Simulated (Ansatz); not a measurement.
# A hypothetical structure for Zn2GaNiSe4, part 2 of 2

Starting from a made-up structure for Zn2GaNiSe4, the aim is the relaxed cell, its shortest contacts and, where a second run follows, its electronic structure.

Ansatz 0.2.0; DFT, PBEsol, plane-wave PAW, files of the set soft_1, scalar-relativistic, ferromagnetic start, cell and ions relaxed at zero pressure; PAW set soft_1 (the session's first sound run).

So far: The structure; Relaxation of the guess. The relaxed cell has a = 5.564, c = 11.169 Å (conventional setting).

## 3. Electronic structure of the relaxed cell

With the geometry fixed, one more self-consistent run, with a narrower smearing and the mesh shown in its input, gives the bands, and its pressure, and its forces where symmetry allows any, show how far the geometry depends on these settings.

This step: DFT, PBEsol, plane-wave PAW, files of the set soft_1, scalar-relativistic, ferromagnetic start, bands and density of states at the relaxed cell; PAW set soft_1 (Ansatz 0.2.0).

Contents of input.yaml:

```yaml
crystal:
  lattice:
    - [-2.7821587622, 2.7821587622, 5.5842848025]
    - [2.7821587622, -2.7821587622, 5.5842848025]
    - [2.7821587622, 2.7821587622, -5.5842848025]
  atoms:
    - { symbol: Se, position: [0.3616632492, 0.8798385104, 0.0] }
    - { symbol: Se, position: [0.6383367508, 0.6383367508, 0.5181752612] }
    - { symbol: Se, position: [0.8798385104, 0.3616632492, 0.0] }
    - { symbol: Se, position: [0.1201614896, 0.1201614896, 0.4818247388] }
    - { symbol: Ga, position: [0.5, 0.5, 0.0] }
    - { symbol: Zn, position: [0.25, 0.75, 0.5] }
    - { symbol: Zn, position: [0.75, 0.25, 0.5] }
    - { symbol: Ni, position: [0.0, 0.0, 0.0], spin: 0.7 }
magnetization:
  spin_polarized: true
kpoints:
  mp_grid: { grid: [8, 8, 8] }
  band_path:
    path:
      - [[0.0, 0.0, 0.0], [0.0, 0.0, 0.5], [-0.12410769, 0.12410769, 0.5], [-0.31205385, 0.31205385, 0.31205385], [0.0, 0.0, 0.0], [0.5, 0.5, -0.5], [0.31205385, 0.68794615, -0.31205385], [0.0, 0.5, 0.0], [0.25, 0.25, 0.25], [0.5, 0.5, -0.12410769], [0.5, 0.5, -0.5]]
      - [[0.0, 0.0, 0.5], [0.25, 0.25, 0.25]]
    npoints: 7
scf:
  occupations: { method: fermi_dirac, width: 0.03 }
  n_extra_bands: 13
hamiltonian:
  xc: pbesol
  pseudopotentials: { kind: paw, azcp: { folder: soft_1 }, xc_functional: pbe }
output:
  forces: true
  stress: true
  write_bands: true
  dos: { projected: true }
  write_density: true
  write_potential: true
  elf: true
  volumetric_format: npy
```

On the command line:

```bash
$ ansatz run input.yaml --threads 4 --pin off --max-ram 10240MiB --backend cpu --events-out ev --progress --plain --runs-dir out
```

Numbers of over 12 decimals in the logs are rounded to 6 here.

What it wrote:

```text
[...]
Crystal: 8 atoms, lattice volume = 172.899 Å³
Basis set: ecut = 420 eV, 3411 PW (Γ), exchange–correlation on 96×96×96 points (8 copies of the dense FFT grid, shifted against one another)
Bands: 73, of which v1, the nominal top of the filled ones, is band 60 counted from 1 (59 counted from 0)
Symmetry: 8 space group operations
[...]
k-points: 59 of 512 (time reversal used)
[...]
Starting moments: Σ|m| = 0.7 μB on 1 of 8 sites
[...]
SCF iter   1: F=—  HF=-37809.688347 eV  |F-HF|=—  |Δ(HF+E_count)|=         —  Δρ=4.63e-2 (↑4.25e-2 ↓4.63e-2)  dr2=1.12e1  dr2_m=2.10e-2  M=0.808 μB ∫|m|=0.814 μB  β_m=0.30  ethr=3.10e-3  ⟨swp⟩=6.0  Hψ=32813  notcnv=0  defer=25
[...]
SCF iter  17: F=-37810.659880 eV  HF=-37810.659881 eV  |F-HF|=7.13e-8  |Δ(HF+E_count)|=  8.22e-10  Δρ=4.57e-6 (↑2.41e-6 ↓4.57e-6)  dr2=6.82e-8  dr2_m=1.94e-9  M=0.992 μB ∫|m|=1.030 μB  ethr=2.33e-11  ⟨swp⟩=12.6  Hψ=61467  notcnv=0
SCF 1 converged in 17 iterations: F = -37810.659880 eV  dr2 = 6.82e-8
[...]
NSCF: frozen V_eff on 79 k-points
SCF converged after 17 iterations
Magnetization: 0.9919 μB (59.9959 up, 59.0041 down)
Absolute magnetization: 1.0234 μB (∫|ρ↑−ρ↓|, with the PAW one-centre terms)
[...]
Per-site moments (μB) at R_I (Å): [(0.034890, 0.959691), (0.034890, 0.959691), (0.034890, 0.959691), (0.034890, 0.959691), (-0.00344474, 1.008345), (0.005487, 1.006964), (0.005487, 1.006964), (0.697914, 0.959691)]
Free energy (F): -37810.659880 eV
[...]
Internal energy: -37810.646127 eV  (E = F + TS)
E sigma→0 (E₀):  -37810.653004 eV
Entropy (-TS):   -0.013754 eV (-1.719 meV/atom)
Fermi energy:    8.238287 eV
[...]
--- Forces (eV/Å), atoms counted from 1 ---
  atom   1  Se     0.00103294    -0.00103294    -0.00244669
  atom   2  Se     0.00103294     0.00103294     0.00244669
  atom   3  Se    -0.00103294     0.00103294    -0.00244669
  atom   4  Se    -0.00103294    -0.00103294     0.00244669
  atom   5  Ga    -0.00000000    -0.00000000    -0.00000000
  atom   6  Zn    -0.00000000    -0.00000000     0.00000000
  atom   7  Zn    -0.00000000     0.00000000     0.00000000
  atom   8  Ni     0.00000000     0.00000000     0.00000000
  max |Σ_I F_I| component: 5.42e-18 eV/Å
--- Stress (GPa, compression-positive) ---
       -0.017089      -0.000000       0.000000
       -0.000000      -0.017089      -0.000000
        0.000000      -0.000000       0.015439
  P = ⅓ Tr σ = -0.0062 GPa (-0.062 kbar)
--- Band table (eV; the first three rows and the last of 118) ---
  k-point 0 ↑: bands = [... 56 lower, 7.1280, 8.1981, 8.1981, 8.2329, 8.5445, 10.1156, 10.5895, 12.3911, ... 9 higher]
  k-point 1 ↑: bands = [... 56 lower, 7.1654, 7.4151, 8.0265, 8.1624, 9.4167, 10.4159, 11.0889, 12.1213, ... 9 higher]
  k-point 2 ↑: bands = [... 56 lower, 7.0270, 7.2690, 7.6233, 8.0609, 9.9993, 10.8354, 11.4524, 11.7146, ... 9 higher]
  k-point 58 ↓: bands = [... 56 lower, 7.1294, 7.9781, 8.1159, 8.1159, 10.0500, 10.2253, 10.2253, 10.8144, ... 9 higher]
```

Wall time 2.4 min (4 threads of Arm Neoverse V1, shared host); peak memory 1.3 GiB; 9.3 min of CPU time.

This step gave:

| Property | Result |
| --- | --- |
| free energy | -37810.6599 eV |
| energy at zero smearing | -37810.6530 eV |
| smearing term TS | 0.01375 eV |
| Fermi energy | 8.238 eV |
| magnetization | 0.9919 μB |
| absolute magnetization | 1.023 μB |
| site moments | 0.03489, 0.03489, 0.03489, 0.03489, -0.003445, 0.005487, 0.005487, 0.6979 μB |
| pressure | -0.006247 GPa |

From bands.tsv, the bands that come nearest the Fermi level along the path, at its corners, in eV from the Fermi level:

| point | band_57_up | band_58_up | band_59_up | band_60_up | band_56_dn | band_57_dn | band_58_dn | band_59_dn |
| --- | --- | --- | --- | --- | --- | --- | --- | --- |
| Γ | -0.04 | -0.04 | -0.01 | 0.31 | -0.69 | 0.35 | 0.41 | 0.41 |
| X | -0.64 | -0.55 | -0.37 | 1.02 | -0.40 | -0.15 | 0.06 | 0.17 |
| Y | -0.75 | -0.61 | -0.53 | 1.28 | -0.58 | -0.21 | -0.05 | 0.06 |
| S | -1.05 | -0.64 | -0.58 | 2.03 | -0.83 | -0.42 | -0.05 | -0.05 |
| Γ | -0.04 | -0.04 | -0.01 | 0.31 | -0.69 | 0.35 | 0.41 | 0.41 |
| Z | -0.98 | -0.68 | -0.68 | 1.72 | -1.11 | -0.26 | -0.12 | -0.12 |
| S1 | -1.05 | -0.64 | -0.58 | 2.03 | -0.83 | -0.42 | -0.05 | -0.05 |
| N | -1.04 | -1.02 | -0.53 | 2.33 | -0.76 | -0.42 | -0.36 | 0.03 |
| P | -0.72 | -0.51 | -0.51 | 1.40 | -0.46 | -0.40 | 0.07 | 0.07 |
| Y1 | -0.75 | -0.61 | -0.53 | 1.28 | -0.58 | -0.21 | -0.05 | 0.06 |
| Z | -0.98 | -0.68 | -0.68 | 1.72 | -1.11 | -0.26 | -0.12 | -0.12 |
| X | -0.64 | -0.55 | -0.37 | 1.02 | -0.40 | -0.15 | 0.06 | 0.17 |
| P | -0.72 | -0.51 | -0.51 | 1.40 | -0.46 | -0.40 | 0.07 | 0.07 |

Spin density in the ac plane of the conventional cell at fractional y = 0.000, with atoms of Ga and Zn and Ni within 0.2 Å of it.

Values in e/Å³, 24 rows by 15 columns, each cell a mean:
```
1.0 0.2 0.0 0.0 0.0 0.0 0.0 0.0 0.0 0.0 0.0 0.0 0.0 0.1 0.6
0.0 0.0 0.0 0.0 0.0 0.0 0.0 0.0 0.0 0.0 0.0 0.0 0.0 0.0 0.0
0.0 0.0 0.0 0.0 0.0 0.0 0.0 0.0 0.0 0.0 0.0 0.0 0.0 0.0 0.0
0.0 0.0 0.0 0.0 0.0 0.0 0.0 0.0 0.0 0.0 0.0 0.0 0.0 0.0 0.0
0.0 0.0 0.0 0.0 0.0 0.0 0.0 0.0 0.0 0.0 0.0 0.0 0.0 0.0 0.0
0.0 0.0 0.0 0.0 0.0 0.0 0.0 0.0 0.0 0.0 0.0 0.0 0.0 0.0 0.0
0.0 0.0 0.0 0.0 0.0 0.0 0.0 0.0 0.0 0.0 0.0 0.0 0.0 0.0 0.0
0.0 0.0 0.0 0.0 0.0 0.0 0.0 0.0 0.0 0.0 0.0 0.0 0.0 0.0 0.0
0.0 0.0 0.0 0.0 0.0 0.0 0.0 0.0 0.0 0.0 0.0 0.0 0.0 0.0 0.0
0.0 0.0 0.0 0.0 0.0 0.0 0.0 0.0 0.0 0.0 0.0 0.0 0.0 0.0 0.0
0.0 0.0 0.0 0.0 0.0 0.0 0.0 0.0 0.0 0.0 0.0 0.0 0.0 0.0 0.0
0.0 0.0 0.0 0.0 0.0 0.0 0.0 0.0 0.0 0.0 0.0 0.0 0.0 0.0 0.0
0.0 0.0 0.0 0.0 0.0 0.0 0.0 0.0 0.0 0.0 0.0 0.0 0.0 0.0 0.0
0.0 0.0 0.0 0.0 0.0 0.0 0.0 0.0 0.0 0.0 0.0 0.0 0.0 0.0 0.0
0.0 0.0 0.0 0.0 0.0 0.0 0.0 0.0 0.0 0.0 0.0 0.0 0.0 0.0 0.0
0.0 0.0 0.0 0.0 0.0 0.0 0.0 0.0 0.0 0.0 0.0 0.0 0.0 0.0 0.0
0.0 0.0 0.0 0.0 0.0 0.0 0.0 0.0 0.0 0.0 0.0 0.0 0.0 0.0 0.0
0.0 0.0 0.0 0.0 0.0 0.0 0.0 0.0 0.0 0.0 0.0 0.0 0.0 0.0 0.0
0.0 0.0 0.0 0.0 0.0 0.0 0.0 0.0 0.0 0.0 0.0 0.0 0.0 0.0 0.0
0.0 0.0 0.0 0.0 0.0 0.0 0.0 0.0 0.0 0.0 0.0 0.0 0.0 0.0 0.0
0.0 0.0 0.0 0.0 0.0 0.0 0.0 0.0 0.0 0.0 0.0 0.0 0.0 0.0 0.0
0.0 0.0 0.0 0.0 0.0 0.0 0.0 0.0 0.0 0.0 0.0 0.0 0.0 0.0 0.0
0.1 0.1 0.0 0.0 0.0 0.0 0.0 0.0 0.0 0.0 0.0 0.0 0.0 0.0 0.1
1.7 0.3 0.0 0.0 0.0 0.0 0.0 0.0 0.0 0.0 0.0 0.0 0.0 0.1 1.1
```
Columns run along a (5.6 Å), rows up along c (11.2 Å), edges of the conventional cell, whose origin can differ from the input's. Atoms in or near the plane, at fractional coordinates: Ga at (0.00, 0.50), Zn at (0.50, 0.25), Zn at (0.50, 0.75), Ni at (0.00, 0.00).

ELF in the ac plane of the conventional cell at fractional y = 0.000, with atoms of Ga and Zn and Ni within 0.2 Å of it. It is the smooth field of the valence electrons, not physical close to the nuclei.

Values, 24 rows by 15 columns, each cell a mean:
```
0.73 0.39 0.19 0.21 0.20 0.12 0.05 0.02 0.03 0.08 0.16 0.21 0.18 0.25 0.61
0.25 0.19 0.23 0.36 0.38 0.27 0.12 0.05 0.08 0.20 0.34 0.38 0.29 0.19 0.22
0.19 0.24 0.38 0.51 0.51 0.39 0.22 0.13 0.17 0.31 0.47 0.53 0.45 0.29 0.20
0.13 0.21 0.36 0.47 0.47 0.34 0.21 0.17 0.18 0.28 0.43 0.49 0.42 0.27 0.16
0.05 0.08 0.17 0.27 0.28 0.20 0.12 0.08 0.10 0.17 0.25 0.30 0.23 0.12 0.06
0.02 0.03 0.07 0.14 0.18 0.15 0.04 0.00 0.01 0.10 0.17 0.18 0.10 0.04 0.02
0.02 0.04 0.09 0.17 0.20 0.16 0.06 0.02 0.03 0.12 0.19 0.20 0.12 0.06 0.02
0.06 0.10 0.21 0.32 0.33 0.23 0.16 0.12 0.14 0.20 0.30 0.35 0.26 0.14 0.07
0.18 0.24 0.35 0.45 0.46 0.36 0.22 0.17 0.19 0.30 0.43 0.47 0.40 0.28 0.19
0.25 0.30 0.39 0.45 0.42 0.32 0.18 0.10 0.13 0.25 0.38 0.45 0.43 0.34 0.27
0.16 0.23 0.30 0.35 0.27 0.17 0.08 0.04 0.05 0.11 0.22 0.32 0.33 0.26 0.18
0.08 0.11 0.24 0.25 0.15 0.06 0.03 0.01 0.02 0.04 0.10 0.21 0.25 0.18 0.04
0.08 0.14 0.25 0.27 0.18 0.09 0.04 0.02 0.02 0.06 0.13 0.24 0.26 0.21 0.07
0.22 0.26 0.33 0.39 0.33 0.22 0.11 0.05 0.07 0.17 0.28 0.37 0.37 0.29 0.23
0.24 0.29 0.39 0.46 0.45 0.36 0.21 0.13 0.16 0.29 0.42 0.47 0.43 0.34 0.25
0.12 0.18 0.30 0.42 0.43 0.33 0.21 0.17 0.18 0.27 0.40 0.44 0.36 0.23 0.14
0.03 0.07 0.15 0.25 0.27 0.19 0.12 0.08 0.10 0.17 0.24 0.29 0.20 0.10 0.04
0.01 0.03 0.06 0.14 0.18 0.15 0.04 0.00 0.01 0.10 0.17 0.18 0.10 0.04 0.02
0.02 0.04 0.09 0.17 0.20 0.16 0.06 0.02 0.03 0.12 0.19 0.20 0.13 0.06 0.03
0.07 0.13 0.24 0.35 0.35 0.23 0.16 0.12 0.14 0.20 0.31 0.37 0.30 0.18 0.09
0.17 0.25 0.40 0.51 0.51 0.38 0.23 0.17 0.19 0.31 0.47 0.53 0.46 0.31 0.19
0.19 0.22 0.34 0.47 0.48 0.36 0.19 0.10 0.13 0.28 0.44 0.49 0.41 0.26 0.19
0.37 0.23 0.20 0.29 0.31 0.21 0.09 0.04 0.05 0.14 0.26 0.31 0.23 0.19 0.31
0.88 0.49 0.20 0.19 0.17 0.09 0.04 0.02 0.02 0.06 0.13 0.19 0.18 0.31 0.76
```
Columns run along a (5.6 Å), rows up along c (11.2 Å), edges of the conventional cell, whose origin can differ from the input's. Atoms in or near the plane, at fractional coordinates: Ga at (0.00, 0.50), Zn at (0.50, 0.25), Zn at (0.50, 0.75), Ni at (0.00, 0.00).

Valence density in the ac plane of the conventional cell at fractional y = 0.000, with atoms of Ga and Zn and Ni within 0.2 Å of it. It is the smooth field of the valence electrons, not physical close to the nuclei.

Ten steps, logarithmic in the rise over the least value, from '0' (0 e/Å³) to '9' (39 e/Å³), each cell a mean:
```
862000000000147
321000000000013
000000000000000
000000010000000
000001243100000
000002597310000
000001586210000
000001122100000
000000000000000
100000000000001
421000000000013
951000000000138
841000000000137
211000000000012
000000000000000
000000010000000
000001243100000
000002597310000
000001586210000
000001122100000
000000000000000
110000000000001
531000000000124
962000000000149
```
Columns run along a (5.6 Å), rows up along c (11.2 Å), edges of the conventional cell, whose origin can differ from the input's. Atoms in or near the plane, at fractional coordinates: Ga at (0.00, 0.50), Zn at (0.50, 0.25), Zn at (0.50, 0.75), Ni at (0.00, 0.00).

## 4. Summary of results

```yaml
space_group_relaxed: I-42m
conventional_cell: a = 5.564, b = 5.564, c = 11.169 Å; α = 90.0°, β = 90.0°, γ = 90.0°
volume_per_atom: 21.61 Å³ (guess 22.43)
total_moment: 0.98 μB in the cell of 8 atoms
```

What this shows: Zn2GaNiSe4 relaxes to I-42m with a = 5.564, b = 5.564 and c = 11.169 Å. The guessed volume was 4 % too large. The space group I-42m was held in the relaxation, so the end point is a stationary structure within it and may be a saddle against distortions or other arrangements. The input starts from parallel moments, and no other start was typed. Bands cross the Fermi level, so it is a metal or semimetal at this level. On the 8×8×8 mesh with the narrower smearing (relaxed on 7×7×7) the largest force component is 0.002 eV/Å and the largest stress component is 0.017 GPa, within the relaxation's thresholds of 0.015 eV/Å and 0.05 GPa. The cutoff wasn't tested. No dispersion term is used, so weakly bound directions may come out too long. Nothing here tests whether the compound is stable against decomposition.

[Logs are printed without paths, hosts, clocks, repeated set-up lines and the standing remarks that a program may print on its own settings, such as how far it seeks lower states.]

[Hosts, paths, dates, database ids (printed as entryN), source tags and the programs' standing remarks are cut or masked in the printed files.]
